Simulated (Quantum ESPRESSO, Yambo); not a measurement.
# Quasiparticle gap of PtSe2 (1T monolayer) in Yambo, part 2 of 3

Wanted: ground state, empty states, screening and self-energy for PtSe2 (1T monolayer).

Quantum ESPRESSO 7.5 and Yambo 5.3.0; PBE and many-body steps on it, plane waves. Known limits of the many-body steps: not at the basis limit; no spin polarisation; d states lean on the start; no spin-orbit coupling.

So far. Step 2 (Ground state): The gap is indirect, with the least direct gap 0.12 eV higher. Step 3 (Bands along the symmetry lines): The gap is 1.404 eV, +0.012 eV from the run before at this level.

### Step 4. Empty states on the mesh, 6×6×1 mesh, 275 bands

Level of this step: DFT, PBE, plane waves, norm-conserving pseudopotentials (Quantum ESPRESSO).

The sums over transitions need many empty states on a uniform mesh; this step solves for them.

pw.in reads:

```
&control
  calculation = 'nscf'
  prefix = 'x'
  outdir = 'o'
  pseudo_dir = 'pseudo'
/
&system
  ibrav = 0
  nat = 3
  ntyp = 2
  ecutwfc = 104.0
  nbnd = 275
  force_symmorphic = .true.
/
&electrons
  conv_thr = 1e-9
  electron_maxstep = 80
  diago_full_acc = .true.
  diago_thr_init = 5e-6
/
ATOMIC_SPECIES
  Pt 195.08 Pt.upf
  Se 78.971 Se.upf
CELL_PARAMETERS angstrom
  3.7489144268 -0.0000000002 0.0000000000
  -1.8744572132 3.2466551303 0.0000000000
  0.0000000000 0.0000000000 15.0000000000
ATOMIC_POSITIONS crystal
  Pt 0.0000000000 0.0000000000 0.5000000000
  Se 0.3333333333 0.6666666667 0.5871293917
  Se 0.6666666667 0.3333333333 0.4128706083
K_POINTS automatic
  6 6 1 0 0 0
```

On the command line:

```
$ OMP_NUM_THREADS=1 mpirun -n 8 pw.x -nk 4 -in pw.in > pw.out
```

Output:

```text
[banner, memory and clock lines left out]
Program PWSCF v.7.5 starts

     Atomic positions and unit cell read from directory:
     o/x.save/

     Message from routine setup:
     using ibrav=0 with symmetry is DISCOURAGED, use correct ibrav instead

     bravais-lattice index     =            0
     lattice parameter (alat)  =       7.0844  a.u.
     unit-cell volume          =    1232.0534 (a.u.)^3
     number of atoms/cell      =            3
     number of atomic types    =            2
     number of electrons       =        66.00
     number of Kohn-Sham states=          275
     kinetic-energy cutoff     =     104.0000  Ry
     charge density cutoff     =     416.0000  Ry
     Exchange-correlation= PBE
                           (   1   4   3   4   0   0   0)

     celldm(1)=   7.084422  celldm(2)=   0.000000  celldm(3)=   0.000000
     celldm(4)=   0.000000  celldm(5)=   0.000000  celldm(6)=   0.000000

     crystal axes: (cart. coord. in units of alat)
               a(1) = (   1.000000  -0.000000   0.000000 )
               a(2) = (  -0.500000   0.866025   0.000000 )
               a(3) = (   0.000000   0.000000   4.001158 )

     reciprocal axes: (cart. coord. in units 2 pi/alat)
               b(1) = (  1.000000  0.577350 -0.000000 )
               b(2) = (  0.000000  1.154701 -0.000000 )
               b(3) = ( -0.000000 -0.000000  0.249928 )
     Pseudo is Norm-conserving + core correction, Zval = 18.0
     Generated using ONCVPSP code by D. R. Hamann
     Using radial grid of 1374 points,  8 beta functions with:
     Pseudo is Norm-conserving + core correction, Zval = 24.0
     Generated using ONCVPSP code by D. R. Hamann
     Using radial grid of 1214 points,  6 beta functions with:
     Pt               18.00   195.08000     Pt( 1.00)
     Se               24.00    78.97100     Se( 1.00)

     12 Sym. Ops., with inversion, found

   Cartesian axes

     site n.     atom                  positions (alat units)
         1        Pt     tau(   1) = (   0.0000000   0.0000000   2.0005791  )
         2        Se     tau(   2) = (  -0.0000000   0.5773503   2.3491976  )
         3        Se     tau(   3) = (   0.5000000   0.2886751   1.6519607  )

     number of k points=     7
                       cart. coord. in units 2pi/alat
        k(    1) = (   0.0000000   0.0000000   0.0000000), wk =   0.0555556
        k(    2) = (   0.0000000   0.1924501   0.0000000), wk =   0.3333333
        k(    3) = (   0.0000000   0.3849002   0.0000000), wk =   0.3333333
        k(    4) = (  -0.0000000  -0.5773503   0.0000000), wk =   0.1666667
        k(    5) = (   0.1666667   0.2886751   0.0000000), wk =   0.3333333
        k(    6) = (   0.1666667   0.4811252   0.0000000), wk =   0.6666667
        k(    7) = (   0.3333333   0.5773503   0.0000000), wk =   0.1111111

     Dense  grid:   176153 G-vectors     FFT dimensions: (  45,  45, 192)

     The potential is recalculated from file :
     o/x.save/charge-density

     Starting wfcs are   36 randomized atomic wfcs +  239 random wfcs

     Band Structure Calculation

     End of band structure calculation

          k = 0.0000 0.0000 0.0000 ( 22077 PWs)   bands (ev):

  -207.1183-207.1183-146.6054-146.6054-146.6054-146.6054-146.5598-146.5597
   -97.9264 -52.0749 -52.0749 -52.0007 -46.7796 -46.7796 -46.7781 -46.7781
   -46.7381 -46.7381 -46.7353 -46.7353 -46.7226 -46.7222 -13.3238 -11.5553
    -4.4193  -4.4193  -4.3805  -2.1757  -2.1757  -0.6013   0.0320   0.5741
[...]
[... 23 further rows ...]
[...]
67.5597  67.9742  68.0760

          k = 0.0000 0.1925 0.0000 ( 22096 PWs)   bands (ev):

  -207.1183-207.1183-146.6054-146.6054-146.6054-146.6054-146.5597-146.5597
[...]
[... 23 further rows ...]
[...]
68.3004  68.5731  68.9140

          k = 0.0000 0.3849 0.0000 ( 22120 PWs)   bands (ev):

  -207.1183-207.1183-146.6054-146.6054-146.6054-146.6054-146.5597-146.5597
[...]
22.3457  23.0987  23.2591  23.4038  23.8202  23.9342  24.5238  24.5632
     [... 23 further rows ...]
    68.1900  68.5129  68.7083  68.7262  69.1267  69.1896  69.2154  69.6363
    69.7511  69.9357  70.3360

          k =-0.0000-0.5774 0.0000 ( 21972 PWs)   bands (ev):

     [... further k-points ...]

     highest occupied, lowest unoccupied level (ev):     0.5741    2.2407

     XML data file, pseudopotentials, collected wavefunctions
```

It took 70 s on 8 MPI ranks of Arm Neoverse V2, shared host; peak memory 2.5 GiB.

Numbers from this step:

- gap: 1.667 eV
- k of the valence top: 0, 0, 0
- k of the conduction bottom: 0, 0.1667, 0
- least direct gap: 1.737 eV
- k points computed: 7
- lowest point of the top converged band, above the valence top: 67.5019 eV

On this mesh the gap is 1.667 eV. The earlier step found 1.392 eV, so this mesh misses an edge.

### Step 5. Conversion and set-up

This step: Yambo 5.3.0; conversion and set-up on PBE, plane waves, norm-conserving pseudopotentials.

The states are converted to the many-body program's format and the q mesh is built.

On the command line:

```
$ (cd o/x.save; p2y > p2y.log; mv SAVE ../..); yambo > setup.log
```

Output:

```text
 Yambo, version 5.3.0

 [02] CORE Variables Setup
 =========================

  [02.01] Unit cells
  ==================

  Cell kind             :  HCP
  Atoms in the cell     :  Pt  Se
  number of Pt atoms    :  1
  number of Se atoms    :  2

  List of atomic masses
  Mass of Pt    :  195.0800
  Mass of Se    :  78.97100

  List of atomic coordinates    : [cc]
  Pt1       :   0.00000   0.00000  14.17295  order 1
  Se1       : -0.10226E-09   4.0902       16.643      order 2
  Se2       :   3.54221   2.04510  11.70319  order 3

  Alat factors          :   7.08442   6.13529  28.34589 [a.u.]
  Direct lattice volume :   1232.05    [a.u.]
  Direct lattice vectors:  A[ 1 ]  A[ 2 ]  A[ 3 ]
   A[ 1 ]:   1.0000     -0.61602E-10   0.0000      [iru]
    7.0844     -0.37795E-09   0.0000      [cc]
   A[ 2 ]: -0.500000  1.000000  0.000000  [iru]
  -3.542211  6.135289  0.000000  [cc]
   A[ 3 ]:  0.000000  0.000000  1.000000  [iru]
    0.00000   0.00000  28.34589  [cc]

  Recip. lattice volume :  0.201331 [a.u.]
  Recip. lattice vectors:  B[ 1 ]  B[ 2 ]  B[ 3 ]
   B[ 1 ]:  1.000000  0.500000  0.000000  [iku]
   0.886902  0.512053 -0.000000  [cc]
   B[ 2 ]:  0.61602E-10   1.0000       0.0000      [iku]
   0.54635E-10   1.0241      -0.0000      [cc]
   B[ 3 ]:  0.000000  0.000000  1.000000  [iku]
  -0.000000 -0.000000  0.221661  [cc]

  [02.02] Symmetries
  ==================

  Inversion symmetry    : yes
  Spatial inversion     : yes
  Inversion index       :   7
  K-space Time-reversal : no
  Magnetic symmetries   : no
  Group table correct   : yes
  Symmetries units      :  [cc]

   [S  1]:   1.0000     -0.13238E-25   0.0000     -0.53768E-16   1.0000       0.0000       0.0000       0.0000       1.0000
   [S  2]:   1.0000     -0.10670E-09   0.0000     -0.12320E-09  -1.0000       0.0000       0.0000       0.0000      -1.0000
   [S  3]: -0.500000  0.866025  0.000000 -0.866025 -0.500000  0.000000  0.000000  0.000000  1.000000
[...]
[S 11]:  0.500000  0.866025  0.000000  0.866025 -0.500000  0.000000  0.000000  0.000000  1.000000
   [S 12]:  0.500000 -0.866025  0.000000 -0.866025 -0.500000  0.000000  0.000000  0.000000  1.000000

  [02.03] Reciprocal space
  ========================

  nG shells         :   7669
  nG charge         :  176153
  nG WFs            :  25955
  nC WFs            :  22120
  G-vecs. in first 80 shells:  [ Number ]
     1    3    5    7    9   15   27   29   41
    53   55   67   79   81   93   95  101  113
   125  137  149  161  163  175  181  193  205
[...]
787   811   823   835   847   871   883   885
  ...
  Shell energy in first 80 shells:  [ mHa ]
[...]
4545.78      4554.27      4555.18      4676.19      4719.57      4744.13      4815.10      4817.83      4874.55
    4940.67      5070.17      5110.82      5112.64      5243.05      5333.74      5339.50      5527.54      5603.97
[...]
K/Q-points units:
  rlu = crystal or reduced units; cc = cartesian coordinates; iku = interal k-units

  K [1]          [rlu]:  0.000000  0.000000  0.000000
         WF components:  22077
  K [2]          [rlu]:  0.98705E-27  0.16667       0.0000
         WF components:  22096
  K [3]          [rlu]: -0.77194E-26  0.33333       0.0000
         WF components:  22120
  K [4]          [rlu]: -0.45228E-26 -0.50000       0.0000
         WF components:  21972
  K [5]          [rlu]:  0.166667  0.166667  0.000000
         WF components:  22081
  K [6]          [rlu]:  0.166667  0.333333  0.000000
         WF components:  22017
  K [7]          [rlu]:  0.333333  0.333333  0.000000
         WF components:  22014

  [02.05] Energies & Occupations
  ==============================

  [X] === General ===
  [X] Electronic Temperature                        :  0.000000  0.000000 [eV K]
  [X] Bosonic    Temperature                        :  0.000000  0.000000 [eV K]
  [X] Finite Temperature mode                       : no
  [X] El. density                                   :  0.36150E+24 [cm-3]
  [X] Fermi Level                                   :  0.574138 [eV]

  [X] === Gaps and Widths ===
  [X] Conduction Band Min                           :  1.666515 [eV]
  [X] Valence Band Max                              :  0.000000 [eV]
  [X] Filled Bands                                  :   33
  [X] Empty Bands                                   :   34  275
  [X] Direct Gap                                    :  1.736813 [eV]
  [X] Direct Gap localized at k                     :  2
  [X] Indirect Gap                                  :  1.666515 [eV]
  [X] Indirect Gap between kpts                     :  1  2
  [X] Last valence band width                       :  1.332404 [eV]
  [X] 1st conduction band width                     :  1.290394 [eV]

  E @ K [1]:  [eV]
  -207.6924 -207.6924 -147.1795 -147.1795 -147.1795 -147.1795 -147.1339 -147.1339
[...]
occ @ K [1]
[...]
E @ K [2]:  [eV]
[...]
occ @ K [2]
[...]
E @ K [3]:  [eV]
[...]
occ @ K [3]
[...]
E @ K [4]:  [eV]
[...]
occ @ K [4]
[...]
E @ K [5]:  [eV]
[...]
occ @ K [5]
[...]
E @ K [6]:  [eV]
[...]
occ @ K [6]
[...]
E @ K [7]:  [eV]
[...]
occ @ K [7]
[...]
0.000000  0.000000  0.000000  0.000000  0.000000  0.000000  0.000000  0.000000
   0.000000  0.000000  0.000000  0.000000  0.000000  0.000000  0.000000  0.000000

 [03] Transferred momenta grid and indexing
 ==========================================

 IBZ Q-points                                      :   7
 BZ  Q-points                                      :   36

 K/Q-points units:
 rlu = crystal or reduced units; cc = cartesian coordinates; iku = interal k-units

 Q [1]          [rlu]:  0.000000  0.000000  0.000000
 Q [2]          [rlu]: -0.10348E-16  0.16667       0.0000
 Q [3]          [rlu]: -0.20695E-16  0.33333       0.0000
 Q [4]          [rlu]:  0.31043E-16 -0.50000       0.0000
 Q [5]          [rlu]:  0.166667  0.166667  0.000000
 Q [6]          [rlu]:  0.166667  0.333333  0.000000
 Q [7]          [rlu]:  0.333333  0.333333  0.000000

  [03.01] X indexes
  =================

   [03.01.01] Sigma indexes
   ========================

 [06] Game Over & Game summary
```

The job ended after 3.6 s (1 MPI rank; peak memory 0.27 GiB).

(Continued in part 3 of 3.)

[Paths, hosts, dates, memory and timing lines, banners, echoed tables and standing remarks are left out of the program output.]

[Logs are printed without paths, hosts, clocks, repeated set-up lines and the standing remarks that a program may print on its own settings, such as how far it seeks lower states.]

[Runs of the session that timed out or met a known fault of the program may be left out.]

[Hosts, paths, dates, database ids (printed as entryN), source tags and the programs' standing remarks are cut or masked in the printed files.]
